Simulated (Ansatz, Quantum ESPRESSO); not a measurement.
**Rh (fcc): bulk modulus from a few volumes**

How stiff is fcc Rh under hydrostatic load? Each row scales the relaxed cell evenly and relaxes the atoms. The phase is followed to these pressures whether or not it stays the stable one.

Calculated with Ansatz 0.2.0, PBEsol, PAW files of the set soft_1, cutoff 600 eV, Fermi–Dirac smearing 0.05 eV, k-mesh 20×20×20, no spin polarisation, no spin-orbit coupling.

Reference cell, relaxed at zero pressure with PBEsol (Fm-3m): a = 2.6729 Å, b = 2.6729 Å, c = 2.6729 Å, α = 60.00°, β = 60.00°, γ = 60.00°.

```
atom       x       y       z
  Rh  0.0000  0.0000  0.0000
```

| V (Å³/atom) | V/V0 | P (GPa) | E − E0 (meV/atom) |
| --- | --- | --- | --- |
| 12.6933 | 0.9400 | 21.386 | 50.8 |
| 12.9633 | 0.9600 | 13.375 | 21.6 |
| 13.2334 | 0.9800 | 6.280 | 5.2 |
| 14.0436 | 1.0400 | −10.475 | 18.4 |
| 14.3137 | 1.0600 | −14.815 | 39.8 |

V0 = 13.5035 Å³ an atom, where the residual pressure P0 is −0.002 GPa. **Question.** Fit the Birch–Murnaghan law and give the pressure and the energy at V = 13.7735 Å³ an atom, a row left out above.

With the Eulerian strain f = ½[(V0/V)^(2/3) − 1] and F = (P − P0)/[3f(1 + 2f)^(5/2)], the third-order law is the line F = B0 + (3/2) B0 (B′ − 4) f.

```
       f  F (GPa)
 0.02106   305.41
 0.01380   301.95
 0.00678   298.60
−0.01290   288.83
−0.01905   285.62
```

A straight line through the 5 rows: the means are 0.001938 for f and 296.08 for F, Σ(Δx)² = 0.00119 and ΣΔxΔy = 0.5874, so the slope is 0.5874/0.00119 = 493.38 and the intercept 296.08 − (493.38)(0.001938) = 295.13.

Hence B0 = 295.1 GPa and B′ = 4 + (493.4)/(1.5 × 295.1) = 5.11. For the withheld volume f = −0.00656, F = 291.89 GPa and P = −5.56 GPa. The run itself gives −5.56 GPa, so the estimate misses by 0.00 GPa, a rounding's worth.

Integrating the same law gives E − E0 = (9/2) B0 V0 f²[1 + (B′ − 4) f] + P0(V0 − V), with 1 GPa Å³ = 6.2415 meV: 4.8 meV an atom. The run itself gives 4.8 meV, so the estimate misses by 0.0 meV, a rounding's worth.

The same fit over all rows at other levels or in other programs gives B0 = 296 GPa with PBEsol (Quantum ESPRESSO, GBRV).

[Logs are printed without paths, hosts, clocks, repeated set-up lines and the standing remarks that a program may print on its own settings, such as how far it seeks lower states.]
